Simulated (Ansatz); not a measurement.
## LiMoN2 (R3m): how robust is the cRPA U?

What does U in LiMoN2 (R3m) depend on besides the window?

Main program and level: Ansatz 0.2.0; constrained RPA on LDA, plane waves, PAW.

## (1) The starting structure

Symmetry: R3m, No. 160, trigonal system. Conventional cell: a = 2.891 Å, b = 2.891 Å, c = 15.897 Å, α = 90.00°, β = 90.00°, γ = 120.00°. Nearest to Li lie 6 N at 2.13 to 2.26 Å. Nearest to Mo lie 6 N at 2.07 Å. N has 3 Mo at 2.07 Å and 3 Li at 2.26 Å nearest. Nearest to N lie 3 Mo at 2.07 Å and 3 Li at 2.13 Å. Farther neighbours and most contacts between anions are not listed.

The cell and positions are those that the Materials Project relaxed with its own functionals (PBE, PBE+U or r2SCAN), kept fixed. The program's search for lower electronic states was switched off, so nothing shows that the state found is the lowest. The default PAW set here is soft_2. Its files were made with PBE.

## (2) Base: Mo d + anion p, bands v7 to c4, 6×6×6 mesh, medium accuracy

Constrained RPA screens the interaction with every transition except those inside the target bands, which a later many-body model would treat itself.

The input, input.yaml:

```yaml
crystal:
  lattice:
    - [-1.66933958, 0.0, 5.29899402]
    - [0.83466979, -1.44569048, 5.29899402]
    - [0.83466979, 1.44569049, 5.29899402]
  atoms:
    - { symbol: Li, position: [0.41359667, 0.41359667, 0.41359667] }
    - { symbol: Mo, position: [0.58592323, 0.58592323, 0.58592323] }
    - { symbol: "N", position: [0.84262502, 0.84262502, 0.84262502] }
    - { symbol: "N", position: [0.99655408, 0.99655408, 0.99655408] }
kpoints:
  mp_grid: { grid: [10, 10, 10] }
hamiltonian:
  xc: lda
scf:
  occupations: { method: gaussian, width: 0.08 }
  n_extra_bands: 19
  max_iter: 150
  lower_state_search: "off"
output:
  crpa:
    kmesh: [6, 6, 6]
    target_bands: [v7, c4]
    projections: [{ species: Mo, l: d, shell: 4 }, { species: "N", l: p, shell: 2 }]
  local_orbitals:
    kmesh: [6, 6, 6]
    orbitals: [{ species: Mo, l: d, shell: 4 }, { species: "N", l: p, shell: 2 }]
    window: { bands: [v7, c4] }
    seedname: lo
```

Launch:

```bash
ansatz run input.yaml --threads 4 --pin off --max-ram 9216MiB --backend cpu --events-out ev --progress --plain --runs-dir out
```

Numbers of over 12 decimals in the logs are rounded to 6 here.

The log of the run:

```text
scf.n_extra_bands = 19 over 14 filled bands (N_el = 27.0): the run solves 33 bands
Engine: ansatz 0.2.0, aarch64-unknown-linux-gnu
Pseudopotentials: kind: paw
Pseudopotential: Li, paw, valence charge 3, recommended cutoff 420 eV (normal), Li.paw.azcp
Pseudopotential: Mo, paw, valence charge 14, recommended cutoff 420 eV (normal), Mo.paw.azcp
Pseudopotential: N, paw, valence charge 5, recommended cutoff 420 eV (normal), N.paw.azcp
Functional definition: SPW92
  exchange = slater_x
  correlation = pw_c
Crystal: 4 atoms, lattice volume = 38.365 Å³
Basis set: ecut = 420 eV, 755 PW (Γ)
Bands: 33, of which v1, the nominal top of the filled ones, is band 14 counted from 1 (13 counted from 0)
Symmetry: 6 space group operations
Space group: R3m (ITA 160), of the structure as read, at distance tolerance 3.4e-5 Å
k-points: 116 of 1000 (time reversal used)
Non-local potential: Li, projectors of the file, l = 0: 3, l = 1: 2, l = 2: 1
Non-local potential: Mo, projectors of the file, l = 0: 3, l = 1: 2, l = 2: 2, l = 3: 1
Non-local potential: N, projectors of the file, l = 0: 2, l = 1: 2, l = 2: 1
PAW form: soft (Blöchl's): semilocal exchange-correlation on the pseudo side does not see the compensation charge
PAW frozen core: Mo, regenerated for the run's functional, and the local potential with it (the file was generated under x = pbe(κ = 0.804, μ = 0.219515), c = pbe(β = 0.066725))
PAW frozen core: N, regenerated for the run's functional, and the local potential with it (the file was generated under x = pbe(κ = 0.804, μ = 0.219515), c = pbe(β = 0.066725))
PAW one-centre angular grid: Li, 110 points (default); XC on 64 Gauss nodes
PAW one-centre angular grid: Mo, 590 points (default); XC on 64 Gauss nodes
PAW one-centre angular grid: N, 110 points (default); XC on 64 Gauss nodes
Initial density: superposition of atomic densities (neutral atoms: chi_scale 0, normalization atom), corrected by the library's trained network
Initial wavefunctions: pseudopotential atomic-orbital guess
Functional: x = slater, c = lda
SCF iter   1: F=—  HF=-5794.958777 eV  |F-HF|=—  |Δ(HF+E_count)|=         —  Δρ=2.24e-2  dr2=1.90e-1  ethr=1.77e-3  ⟨swp⟩=5.2  Hψ=18421  notcnv=0  defer=781
preconditioner: auto → Kerker (q_TF=auto, 2.573 Å⁻¹)  [metal: Δε(μ)=0.004 eV  Ē_g=21.020 eV  σ=0.080 eV  W_gap=0.03  n_scr=10 (ndim 8)  ℏωp=24.7 eV  f_vac=0.000  D(μ)=4.68/eV (n_scr^D=66)]
SCF iter   2: F=—  HF=-5794.934999 eV  |F-HF|=—  |Δ(HF+E_count)|=   2.38e-2  Δρ=1.18e-2  dr2=5.64e-2  ethr=7.05e-4  ⟨swp⟩=1.0  Hψ=4756  notcnv=0  defer=985
SCF iter   3: F=—  HF=-5794.925783 eV  |F-HF|=—  |Δ(HF+E_count)|=   9.22e-3  Δρ=1.54e-3  dr2=1.14e-3  ethr=2.09e-4  ⟨swp⟩=1.8  Hψ=2817  notcnv=0  defer=1014
[...]
cRPA screening: q 65/216 (q-point 15)
[...]
cRPA screening: q 198/216 (q-point 89)
cRPA screening: q 204/216 (q-point 94)
cRPA screening: q 210/216 (q-point 95)
cRPA screening: q 216/216 (q-point 130)
SCF converged after 7 iterations
Free energy (F): -5794.925495 eV
Harris-Foulkes:  -5794.925495 eV  (|F-HF|=4.50e-9)
Internal energy: -5794.909541 eV  (E = F + TS)
E sigma→0 (E₀):  -5794.917518 eV
Entropy (-TS):   -0.015953 eV (-3.988 meV/atom)
Fermi energy:    11.494363 eV
--- Per-component energies (eV) ---
  E_band       = -196.927501
  E_kinetic    = 722.659127
  E_local      = -1819.658717  (includes V_loc(G=0)·N_el)
  E_nonlocal   = 206.594477
  E_hartree    = 642.664430
  E_xc         = -312.311016
  E_vxc        = -394.927706  (∫ρ·V_xc dr)
  E_paw        = -3342.399959  (= ΣΔE_a)
  E_vpaw       = -196.923804  (= ΣTr[D̂ρ^β])
  E_aug_tail   = 0.000273  (compensation charges beyond the density's cutoff)
  E_ewald      = -1893.091061
  E_core_change = 0.632904  (= ΣΔE_core)
  E_smearing   = -0.015953  (= −TS)
  E_closure    = 0.000000  (closes the sum)
  Σ components = -5794.925495   (vs F -5794.925495, Δ=0.00e0)
--- Band table (eV; the first three rows and the last of 116) ---
  k-point 0: bands = [... 10 lower, 9.7469, 9.7469, 11.5814, 12.8200, 15.4532, 15.4532, 15.8101, 15.8101, ... 15 higher]
  k-point 1: bands = [... 10 lower, 9.3484, 9.4990, 11.7401, 12.6854, 15.4179, 15.6105, 15.6281, 15.8561, ... 15 higher]
  k-point 2: bands = [... 10 lower, 8.8193, 8.9563, 11.6763, 12.0888, 15.4178, 15.4713, 15.7285, 16.4967, ... 15 higher]
  k-point 115: bands = [... 10 lower, 9.7739, 9.7739, 9.8252, 13.8124, 15.5246, 15.5246, 15.7216, 15.7216, ... 15 higher]
--- cRPA (band scheme, projected local orbitals): target bands 8..18 (1-based), 11 Wannier function(s), 6×6×6 mesh, 36 bands' worth read of 41 solved, ecut_chi 136.0 eV, v(q+G=0) probe_charge, pair densities all_electron ---
  χ-basis size per q: N_G = 130..145
  window electrons = 13.0000, filled by tetrahedron_uncorrected; constrained ε̄⁻¹(q = 0, 0) head = 0.475676; min gauge Gram eig = 0.6629
  Kanamori averages over each shell's own Wannier functions (sites counted from 0, functions from 1):
  Each shell's averages of U are screened by what lies outside the whole window alone: parameters of one model of all the shells.
    Site 1, 4D, 5 of 5 d orbitals (Wannier functions 1, 2, 3, 4, 5; wannier90's mr 1, 2, 3, 4, 5):
      screened: U = 7.5780 eV, U' = 6.7059 eV, J = 0.4316 eV
      screened, to within: U = 1.1e-2 eV, U' = 1.1e-2 eV, J = 8.0e-4 eV
      bare: V = 14.5875 eV, V' = 13.4487 eV, J = 0.5620 eV
    Site 2, 2P, 3 of 3 p orbitals (Wannier functions 6, 7, 8; wannier90's mr 1, 2, 3):
      screened: U = 8.0691 eV, U' = 6.7919 eV, J = 0.6531 eV
      screened, to within: U = 1.1e-2 eV, U' = 1.1e-2 eV, J = 1.6e-3 eV
      bare: V = 16.7563 eV, V' = 15.1112 eV, J = 0.8419 eV
    Site 3, 2P, 3 of 3 p orbitals (Wannier functions 9, 10, 11; wannier90's mr 1, 2, 3):
      screened: U = 8.1077 eV, U' = 6.8306 eV, J = 0.6532 eV
      screened, to within: U = 1.1e-2 eV, U' = 1.1e-2 eV, J = 1.7e-3 eV
      bare: V = 16.7838 eV, V' = 15.1390 eV, J = 0.8433 eV
  Hermiticity witness max|P − P†| over intra, direct and exchange elements: 7.11e-15 eV (screened), 3.55e-15 eV (bare)
  Reality witness max|Im| over intra, direct and exchange elements: 1.01e-8 eV (screened), 6.05e-13 eV (bare)
```

It took 17 min on 4 threads of Arm Neoverse V2, shared host; peak memory 0.74 GiB.

Numbers from this step:

```
U                                                 : 7.578 eV
U prime (inter-orbital)                           : 6.706 eV
J                                                 : 0.4316 eV
bare V                                            : 14.59 eV
bare J                                            : 0.5620 eV
stated bound on U                                 : 0.01089 eV
U over bare V                                     : 0.5195
electrons in the window                           : 13.00
head of the constrained inverse dielectric matrix : 0.4757
least eigenvalue of the projection's overlap      : 0.6629
target functions                                  : 11
bands in the sums                                 : 36
r.m.s. miss of the model bands                    : 0.006233 eV
width of the target bands                         : 12.84 eV
weight of the projected orbitals in the window    : 0.9285
```

On the Mo d shell, screening brings the on-site interaction from 14.6 eV down to U = 7.58 eV.

## (3) Changed: 4×4×4 mesh

input.yaml, as its differences from that of step 2:

```diff
@@ -21,9 +21,4 @@
   crpa:
-    kmesh: [6, 6, 6]
+    kmesh: [4, 4, 4]
     target_bands: [v7, c4]
     projections: [{ species: Mo, l: d, shell: 4 }, { species: "N", l: p, shell: 2 }]
-  local_orbitals:
-    kmesh: [6, 6, 6]
-    orbitals: [{ species: Mo, l: d, shell: 4 }, { species: "N", l: p, shell: 2 }]
-    window: { bands: [v7, c4] }
-    seedname: lo
```

The log of the run:

```text
[...]
Crystal: 4 atoms, lattice volume = 38.365 Å³
Basis set: ecut = 420 eV, 755 PW (Γ)
Bands: 33, of which v1, the nominal top of the filled ones, is band 14 counted from 1 (13 counted from 0)
[... 1 set-up line as in the run before ...]
[...]
k-points: 116 of 1000 (time reversal used)
[...]
SCF iter   1: F=—  HF=-5794.958777 eV  |F-HF|=—  |Δ(HF+E_count)|=         —  Δρ=2.24e-2  dr2=1.90e-1  ethr=1.77e-3  ⟨swp⟩=5.2  Hψ=18421  notcnv=0  defer=781
[...]
SCF iter   7: F=-5794.925495 eV  HF=-5794.925495 eV  |F-HF|=4.50e-9  |Δ(HF+E_count)|=   3.41e-8  Δρ=6.21e-6  dr2=1.79e-8  ethr=3.70e-10  ⟨swp⟩=7.8  Hψ=18200  notcnv=0
SCF 1 converged in 7 iterations: F = -5794.925495 eV  dr2 = 1.79e-8
[...]
NSCF: frozen V_eff on 13 k-points
[...]
cRPA screening: q 1/64
cRPA screening: q 2/64
cRPA screening: q 8/64 (q-point 3)
cRPA screening: q 11/64 (q-point 6)
[...]
k-point 115: bands = [... 10 lower, 9.7739, 9.7739, 9.8252, 13.8124, 15.5246, 15.5246, 15.7216, 15.7216, ... 15 higher]
[...]
bands read: the sum over 36 bands ends inside a degenerate multiplet in 2 slots, whose members it reads at an even weight; the widest, k=21: bands 36 to 37 (counted from 1) at 1/2 each
  χ-basis size per q: N_G = 130..144
[...]
screened: U = 7.6161 eV, U' = 6.7426 eV, J = 0.4322 eV
      screened, to within: U = 1.2e-2 eV, U' = 1.2e-2 eV, J = 8.0e-4 eV
      bare: V = 14.6200 eV, V' = 13.4803 eV, J = 0.5623 eV
    Site 2, 2P, 3 of 3 p orbitals (Wannier functions 6, 7, 8; wannier90's mr 1, 2, 3):
      screened: U = 8.0551 eV, U' = 6.7776 eV, J = 0.6532 eV
      screened, to within: U = 1.1e-2 eV, U' = 1.1e-2 eV, J = 1.6e-3 eV
      bare: V = 16.7833 eV, V' = 15.1369 eV, J = 0.8421 eV
    Site 3, 2P, 3 of 3 p orbitals (Wannier functions 9, 10, 11; wannier90's mr 1, 2, 3):
      screened: U = 8.1023 eV, U' = 6.8246 eV, J = 0.6535 eV
      screened, to within: U = 1.1e-2 eV, U' = 1.1e-2 eV, J = 1.6e-3 eV
      bare: V = 16.8137 eV, V' = 15.1675 eV, J = 0.8438 eV
[...]
[key lines of the parts left out:]
SCF converged after 7 iterations
Free energy (F): -5794.925495 eV
Fermi energy:    11.494363 eV
```

The job ended after 1.9 min (4 threads; peak memory 0.62 GiB).

Numbers from this step:

```yaml
u: 7.616 eV
u_prime_inter_orbital: 6.743 eV
j: 0.4322 eV
bare_v: 14.62 eV
bare_j: 0.5623 eV
stated_bound_on_u: 0.01107 eV
u_over_bare_v: 0.5209
electrons_in_the_window: 13.00
head_of_the_constrained_inverse_dielectric_matrix: 0.4707
least_eigenvalue_of_the_projection_s_overlap: 0.6629
target_functions: 11
bands_in_the_sums: 36
width_of_the_target_bands: 12.84 eV
weight_of_the_projected_orbitals_in_the_window: 0.9285
```

On the Mo d shell, screening brings the on-site interaction from 14.6 eV down to U = 7.62 eV.

## (4) Changed: accuracy low

input.yaml, as its differences from that of step 3:

```diff
@@ -21,4 +21,5 @@
   crpa:
-    kmesh: [4, 4, 4]
+    kmesh: [6, 6, 6]
     target_bands: [v7, c4]
     projections: [{ species: Mo, l: d, shell: 4 }, { species: "N", l: p, shell: 2 }]
+    accuracy: low
```

The log of the run:

```text
[...]
Crystal: 4 atoms, lattice volume = 38.365 Å³
Basis set: ecut = 420 eV, 755 PW (Γ)
Bands: 33, of which v1, the nominal top of the filled ones, is band 14 counted from 1 (13 counted from 0)
[... 1 set-up line as in the run before ...]
[...]
k-points: 116 of 1000 (time reversal used)
[...]
screened: U = 8.0477 eV, U' = 6.7731 eV, J = 0.6516 eV
      screened, to within: U = 1.2e-1 eV, U' = 1.2e-1 eV, J = 1.3e-2 eV
      bare: V = 16.7563 eV, V' = 15.1112 eV, J = 0.8419 eV
    Site 3, 2P, 3 of 3 p orbitals (Wannier functions 9, 10, 11; wannier90's mr 1, 2, 3):
      screened: U = 8.0857 eV, U' = 6.8112 eV, J = 0.6517 eV
      screened, to within: U = 1.2e-1 eV, U' = 1.2e-1 eV, J = 1.3e-2 eV
      bare: V = 16.7838 eV, V' = 15.1390 eV, J = 0.8433 eV
[...]
[key lines of the parts left out:]
SCF converged after 7 iterations
Free energy (F): -5794.925495 eV
Fermi energy:    11.494363 eV
```

Elapsed: 8 min, on 4 threads; peak memory 0.7 GiB; 31 min of CPU time.

Numbers from this step:

- U: 7.558 eV
- U prime (inter-orbital): 6.687 eV
- J: 0.4309 eV
- bare V: 14.59 eV
- bare J: 0.5620 eV
- stated bound on U: 0.1095 eV
- U over bare V: 0.5181
- electrons in the window: 13.00
- head of the constrained inverse dielectric matrix: 0.4755
- least eigenvalue of the projection's overlap: 0.6629
- target functions: 11
- bands in the sums: 36
- width of the target bands: 12.84 eV
- weight of the projected orbitals in the window: 0.9285

On the Mo d shell, screening brings the on-site interaction from 14.6 eV down to U = 7.56 eV.

## (5) Changed: sums over states

input.yaml, as its differences from that of step 4:

```diff
@@ -24,2 +24,4 @@
     projections: [{ species: Mo, l: d, shell: 4 }, { species: "N", l: p, shell: 2 }]
-    accuracy: low
+    accuracy: sum_over_states
+    n_empty_bands: 14
+    ecut_chi: 250
```

The log of the run:

```text
[...]
Crystal: 4 atoms, lattice volume = 38.365 Å³
Basis set: ecut = 420 eV, 755 PW (Γ)
Bands: 33, of which v1, the nominal top of the filled ones, is band 14 counted from 1 (13 counted from 0)
[... 1 set-up line as in the run before ...]
[...]
k-points: 116 of 1000 (time reversal used)
[...]
screened: U = 8.3157 eV, U' = 7.3136 eV, J = 0.4982 eV
      bare: V = 14.5875 eV, V' = 13.4487 eV, J = 0.5620 eV
    Site 2, 2P, 3 of 3 p orbitals (Wannier functions 6, 7, 8; wannier90's mr 1, 2, 3):
      screened: U = 8.6206 eV, U' = 7.1282 eV, J = 0.7638 eV
      bare: V = 16.7563 eV, V' = 15.1112 eV, J = 0.8419 eV
    Site 3, 2P, 3 of 3 p orbitals (Wannier functions 9, 10, 11; wannier90's mr 1, 2, 3):
      screened: U = 8.6584 eV, U' = 7.1656 eV, J = 0.7641 eV
      bare: V = 16.7838 eV, V' = 15.1390 eV, J = 0.8433 eV
[...]
[key lines of the parts left out:]
SCF converged after 7 iterations
Free energy (F): -5794.925495 eV
Fermi energy:    11.494363 eV
```

Wall time 71 s (4 threads); peak memory 0.57 GiB; 4.5 min of CPU time.

This variant gives U = 8.32 eV against 7.58 eV. It is a finite sum over empty states with no bound on its error and stays out of the table below.

## (6) Changed: spin-orbit coupling, which the program doesn't serve

This step: constrained RPA on LDA with spin-orbit coupling, plane waves, PAW.

input.yaml, as its differences from that of step 5:

```diff
@@ -19,2 +19,5 @@
   lower_state_search: "off"
+magnetization:
+  noncollinear: true
+  spin_orbit: true
 output:
@@ -24,4 +27 @@
     projections: [{ species: Mo, l: d, shell: 4 }, { species: "N", l: p, shell: 2 }]
-    accuracy: sum_over_states
-    n_empty_bands: 14
-    ecut_chi: 250
```

The log of the run:

```text
Error: output.crpa with magnetization.noncollinear: true — the cRPA pipeline runs scalar-band solve channels only (unpolarised or collinear) — spinor oscillator elements are not implemented; use a collinear or unpolarised deck, or drop the output.crpa: request
```

It took 0.02 s on 4 threads; peak memory 0.032 GiB.

The input was rejected at the start.

The program's message: “Error: output.crpa with magnetization.noncollinear: true — the cRPA pipeline runs scalar-band solve channels only (unpolarised or collinear) — spinor oscillator elements are not implemented; use a col …”

The fault put into this input: spin-orbit coupling, which the program doesn't serve.

## (7) Side by side

Times are wall times on 4 threads of Arm Neoverse V2, shared host, good to a factor of about two.

| run | bare V (eV) | U (eV) | J (eV) | bound on U (eV) | width (eV) | time |
| --- | --- | --- | --- | --- | --- | --- |
| target window | 14.59 | 7.578 | 0.432 | 0.0109 | 12.84 | 17 min |
| 4×4×4 mesh | 14.62 | 7.616 | 0.432 | 0.0111 | 12.84 | 1.9 min |
| accuracy low | 14.59 | 7.558 | 0.431 | 0.1095 | 12.84 | 8 min |

## (8) What came out

| Property | Result |
| --- | --- |
| target window | U 7.58 eV, J 0.43 eV |
| 4×4×4 mesh | U 7.62 eV, J 0.43 eV |
| accuracy low | U 7.56 eV, J 0.43 eV |

**Reading.** 4×4×4 mesh moves U by +0.04 eV at 0.11 times the time. Accuracy low moves U by −0.02 eV (within the solver's bounds, for the mean over orbitals) at 0.48 times the time. The printed bound covers the solver alone, not the mesh, and no denser mesh than the base was run. The parent state is non-magnetic and the interaction static (zero frequency); U depends on the window and the orbitals, so it belongs to this model alone. A window that holds the anion p bands defines a model with explicit ligands; its U belongs to that model and is not the U of DFT+U.

[Paths, hosts, dates, memory and timing lines, banners, echoed tables and standing remarks are left out of the program output.]

[Logs are printed without paths, hosts, clocks, repeated set-up lines and the standing remarks that a program may print on its own settings, such as how far it seeks lower states.]

[Runs of the session that timed out or met a known fault of the program may be left out.]

[Hosts, paths, dates, database ids (printed as entryN), source tags and the programs' standing remarks are cut or masked in the printed files.]
